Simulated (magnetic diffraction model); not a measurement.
# Which magnetic order? Cs11Ho3SiGe3

Space group P6_3/mmc (no. 194), a = 13.3890 Å, c = 13.9530 Å.

```
site  atom       x       y       z
  6h    Ho  0.8031  0.1969     3/4
  4f    Cs     1/3     2/3  0.5081
  6h    Cs  0.4347  0.5653     3/4
 12k    Cs  0.1523  0.8477  0.9077
  6g    Ge     1/2     1/2     1/2
  2b    Si       0       0     3/4
```

This is a made-up structure (elements placed in a structure type, unrelaxed), so the numbers test the method and describe no known phase.

Only Ho is taken to order (form factors of Ho3+); orders and moment sizes are assumed, and not adapted to the symmetry. Radiation: neutrons of λ = 4.2 Å, 5° to 65°; isotropic B of 0.08 Å² (Ho), 0.09 Å² (Cs), 0.12 Å² (Ge) and 0.17 Å² (Si). The intensities are simulated: I ∝ L Σ (|F_N|² + |F_M⊥|²) for unpolarised neutrons, with F_M = 2.695 fm/μB × Σ f(s) S exp(2πi Q·r) exp(−B s²) at Q = H ± k (one set where k and −k are equivalent), only the part normal to Q counting and L = 1/(sin²θ cos θ). For collinear order S is the moment m, which repeats by lattice and centring translations R with the sign exp(−2πi k·R). Form factors are spin-only for 3d ions and dipole or tabulated for f ions, scattering lengths are Sears's of 1992, and absorption is left out. A label names one of the reflections at its angle. The strongest nuclear line in the range is 100, and lines under 0.2 are left out.

Above the ordering temperature:

```
2θ (°)    index      I
 20.87  (1 0 0)  100.0
 27.24  (1 0 1)   14.0
 35.04  (0 0 2)    3.0
 36.56  (1 1 0)   26.4
 41.13  (1 0 2)   42.5
 42.47  (2 0 0)    6.4
 46.19  (2 0 1)   24.1
 51.54  (1 1 2)    2.1
 56.19  (2 0 2)   81.6
 57.26  (2 1 0)    0.7
 58.22  (1 0 3)   57.3
 60.30  (2 1 1)    1.2
```

Below it (cell unchanged):

```
2θ (°)       I
 10.39   135.4
 18.05   421.1
 20.23   159.4
 20.87   100.0
 25.11   841.8
 27.24    14.0
 27.72  1411.9
 31.53    99.8
 32.87   289.6
 35.04     3.0
 36.19    48.0
 36.56    26.4
 36.64     1.9
 38.11    97.4
 39.68    38.6
 41.13    42.5
 42.14   443.5
 42.47     6.4
 45.25   428.0
 46.19    24.1
 46.50   196.9
 47.84    40.5
 49.03   216.9
 49.98   661.0
 51.54     2.1
 52.39    73.1
 52.73    57.5
 53.84    50.9
 54.84     3.4
 56.14    47.7
 56.19    81.6
 57.00     0.8
 57.11    36.7
 57.26     0.7
 58.22    57.3
 59.21   135.9
```
(The table stops after 36 lines; 7 more lie at higher angle.)

**Question.** Check that the new lines index with k = (1/2 1/2 0), then choose among these models:
A. collinear moments along [120], 9.1 μB on Ho; signs + at (0.8031, 0.1969, 3/4), + at (0.1969, 0.8031, 1/4), + at (0.3938, 0.1969, 3/4), + at (0.6062, 0.8031, 1/4), − at (0.8031, 0.6062, 3/4), − at (0.1969, 0.3938, 1/4)
B. collinear moments along [001], 9.1 μB on Ho; signs + at (0.8031, 0.1969, 3/4), − at (0.1969, 0.8031, 1/4), + at (0.3938, 0.1969, 3/4), − at (0.6062, 0.8031, 1/4), − at (0.8031, 0.6062, 3/4), + at (0.1969, 0.3938, 1/4)
C. collinear moments along [001], 9.1 μB on Ho; signs + at (0.8031, 0.1969, 3/4), + at (0.1969, 0.8031, 1/4), + at (0.3938, 0.1969, 3/4), + at (0.6062, 0.8031, 1/4), − at (0.8031, 0.6062, 3/4), − at (0.1969, 0.3938, 1/4)
D. collinear moments along [120], 9.1 μB on Ho; signs + at (0.8031, 0.1969, 3/4), − at (0.1969, 0.8031, 1/4), + at (0.3938, 0.1969, 3/4), − at (0.6062, 0.8031, 1/4), − at (0.8031, 0.6062, 3/4), + at (0.1969, 0.3938, 1/4)

The new lines index as (1/2 -1/2 0) at 10.39°, (1/2 1/2 0) at 18.05°, (1/2 -1/2 1) at 20.23° and (1/2 1/2 1) at 25.11°, that is as H ± k with k = (1/2 1/2 0), one of 3 inequivalent arms of its star (k and −k counted as one), which a powder can't tell apart. Half indices mean that the moments reverse under translations with k·R a half-integer, and the magnetic cell has twice the primitive volume.

Magnetic intensity, observed (below minus above) and for each model:

| 2θ (°) | index | observed | A | B | C | D |
| --- | --- | --- | --- | --- | --- | --- |
| 10.39 | (1/2 -1/2 0) | 135.4 | 101.6 | 1127.4 | 135.4 | 845.6 |
| 18.05 | (1/2 1/2 0) | 421.1 | 105.3 | 1551.5 | 421.1 | 387.9 |
| 20.23 | (1/2 -1/2 1) | 159.4 | 559.9 | 19.1 | 159.4 | 67.3 |
| 25.11 | (1/2 1/2 1) | 841.8 | 985.6 | 228.5 | 841.8 | 267.5 |
| 27.72 | (3/2 -1/2 0) | 1411.9 | 315.0 | 281.3 | 1411.9 | 271.2 |
| 32.87 | (3/2 -1/2 1) | 289.6 | 393.5 | 1453.9 | 289.6 | 898.1 |
| 39.68 | (1/2 1/2 2) | 38.6 | 151.9 | 142.3 | 38.6 | 559.6 |
| 45.25 | (3/2 -1/2 2) | 428.0 | 771.0 | 85.2 | 428.0 | 216.8 |

Model C matches.

The structure used: k = (1/2 1/2 0), collinear moments along [001], 9.1 μB on Ho; signs + at (0.8031, 0.1969, 3/4), + at (0.1969, 0.8031, 1/4), + at (0.3938, 0.1969, 3/4), + at (0.6062, 0.8031, 1/4), − at (0.8031, 0.6062, 3/4), − at (0.1969, 0.3938, 1/4).

[Logs are printed without paths, hosts, clocks, repeated set-up lines and the standing remarks that a program may print on its own settings, such as how far it seeks lower states.]
